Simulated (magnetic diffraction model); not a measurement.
# Solving a magnetic structure from powder neutron data: La7Fe6Bi2

Space group R-3 (no. 148), a = 8.8470 Å, c = 17.3500 Å.

```
site  atom       x       y       z
  6c    Bi     1/3     2/3  0.8621
 18f    La  0.0622  0.4130  0.2601
  3a    La       0       0       0
 18f    Fe  0.3164  0.0488  0.0951
```

This is a made-up structure (elements placed in a structure type, unrelaxed), so the numbers test the method and describe no known phase.

Only Fe is taken to order (form factors of Fe2+); orders and moment sizes are assumed, and not adapted to the symmetry. Radiation: neutrons of λ = 2.567 Å, 5° to 65°; isotropic B of 0.26 Å² (Bi), 0.23 Å² (La) and 0.38 Å² (Fe). Simulated constant-wavelength pattern: nuclear and magnetic terms add, the magnetic one as |2.695 fm × Σ f S⊥ exp(2πi Q·r) exp(−B s²)|², summed over all Q at one angle with the factor 1/(sin²θ cos θ). For collinear order S is the moment m, which repeats by lattice and centring translations R with the sign exp(−2πi k·R). Free-ion form factors, Sears's scattering lengths of 1992, no absorption; a label names one of the reflections at its angle. The strongest nuclear line in the range is 100, and lines under 0.2 are left out.

Above the ordering temperature:

| 2θ (°) | index | I |
| --- | --- | --- |
| 21.10 | (1 0 1) | 18.6 |
| 25.64 | (0 0 3) | 1.8 |
| 33.73 | (1 1 0) | 12.6 |
| 42.85 | (1 1 3) | 3.0 |
| 42.97 | (2 0 2) | 0.4 |
| 47.91 | (0 1 5) | 16.3 |
| 52.70 | (0 0 6) | 35.7 |
| 53.10 | (0 2 4) | 10.5 |
| 53.40 | (2 1 1) | 38.1 |
| 55.71 | (1 2 2) | 75.1 |
| 59.88 | (2 0 5) | 11.4 |
| 60.34 | (3 0 0) | 93.0 |
| 64.05 | (1 1 6) | 100.0 |
| 64.41 | (2 1 4) | 56.9 |

Below it (cell unchanged):

```tsv
2θ (°)	I
12.74	0.7
19.76	17.7
21.10	18.6
25.64	1.8
28.90	2.4
33.73	12.6
35.92	0.8
36.20	2.2
39.40	0.8
42.85	3.0
42.97	0.4
45.00	1.4
47.91	16.3
50.10	1.3
52.21	0.3
52.41	0.6
52.70	35.7
52.82	1.6
53.10	10.5
53.40	38.1
55.71	75.1
57.40	1.8
59.88	11.4
60.34	93.0
61.22	0.3
61.77	1.5
61.95	1.0
63.62	0.3
64.05	100.0
64.41	56.9
```

**Question.** Find the propagation vector, then choose among these models:
A. collinear moments along [100], 1.58 μB on Fe; signs + at (0.3164, 0.0488, 0.0951), + at (0.9512, 0.2676, 0.0951), + at (0.7324, 0.6836, 0.0951), − at (0.3503, 0.2845, 0.2382), − at (0.7155, 0.0657, 0.2382), − at (0.9343, 0.6497, 0.2382)
B. collinear moments along [100], 1.58 μB on Fe; signs + at (0.3164, 0.0488, 0.0951), + at (0.9512, 0.2676, 0.0951), − at (0.7324, 0.6836, 0.0951), + at (0.3503, 0.2845, 0.2382), + at (0.7155, 0.0657, 0.2382), − at (0.9343, 0.6497, 0.2382)
C. collinear moments along [101], 1.58 μB on Fe; signs + at (0.3164, 0.0488, 0.0951), + at (0.9512, 0.2676, 0.0951), − at (0.7324, 0.6836, 0.0951), + at (0.3503, 0.2845, 0.2382), + at (0.7155, 0.0657, 0.2382), − at (0.9343, 0.6497, 0.2382)
D. collinear moments along [101], 1.58 μB on Fe; signs + at (0.3164, 0.0488, 0.0951), + at (0.9512, 0.2676, 0.0951), + at (0.7324, 0.6836, 0.0951), − at (0.3503, 0.2845, 0.2382), − at (0.7155, 0.0657, 0.2382), − at (0.9343, 0.6497, 0.2382)

The new lines index as (0 0 3/2) at 12.74°, (0 1 1/2) at 19.76°, (1 0 5/2) at 28.90° and (1 0 -7/2) at 35.92°, that is as H ± k with k = (0 0 3/2). Half indices mean that the moments reverse under translations with k·R a half-integer, and the magnetic cell has twice the primitive volume.

Magnetic intensity, observed (below minus above) and for each model:

| 2θ (°) | index | observed | A | B | C | D |
| --- | --- | --- | --- | --- | --- | --- |
| 12.74 | (0 0 3/2) | 0.7 | 19.6 | 3.4 | 0.7 | 4.0 |
| 19.76 | (0 1 1/2) | 17.7 | 0.3 | 15.2 | 17.7 | 0.5 |
| 28.90 | (1 0 5/2) | 2.4 | 0.4 | 2.9 | 2.4 | 0.3 |
| 36.20 | (1 1 3/2) | 2.2 | 7.2 | 1.1 | 2.2 | 10.4 |
| 38.89 | (0 0 9/2) | <0.2 | 3.5 | <0.2 | <0.2 | 0.7 |
| 52.21 | (1 0 11/2) | 0.3 | <0.2 | 1.5 | 0.3 | <0.2 |
| 52.41 | (2 -1 9/2) | 0.6 | 2.5 | 0.8 | 0.6 | 1.6 |
| 61.77 | (1 2 7/2) | 1.5 | <0.2 | 1.7 | 1.5 | <0.2 |

Model C matches.

The structure used: k = (0 0 3/2), collinear moments along [101], 1.58 μB on Fe; signs + at (0.3164, 0.0488, 0.0951), + at (0.9512, 0.2676, 0.0951), − at (0.7324, 0.6836, 0.0951), + at (0.3503, 0.2845, 0.2382), + at (0.7155, 0.0657, 0.2382), − at (0.9343, 0.6497, 0.2382).

[Logs are printed without paths, hosts, clocks, repeated set-up lines and the standing remarks that a program may print on its own settings, such as how far it seeks lower states.]
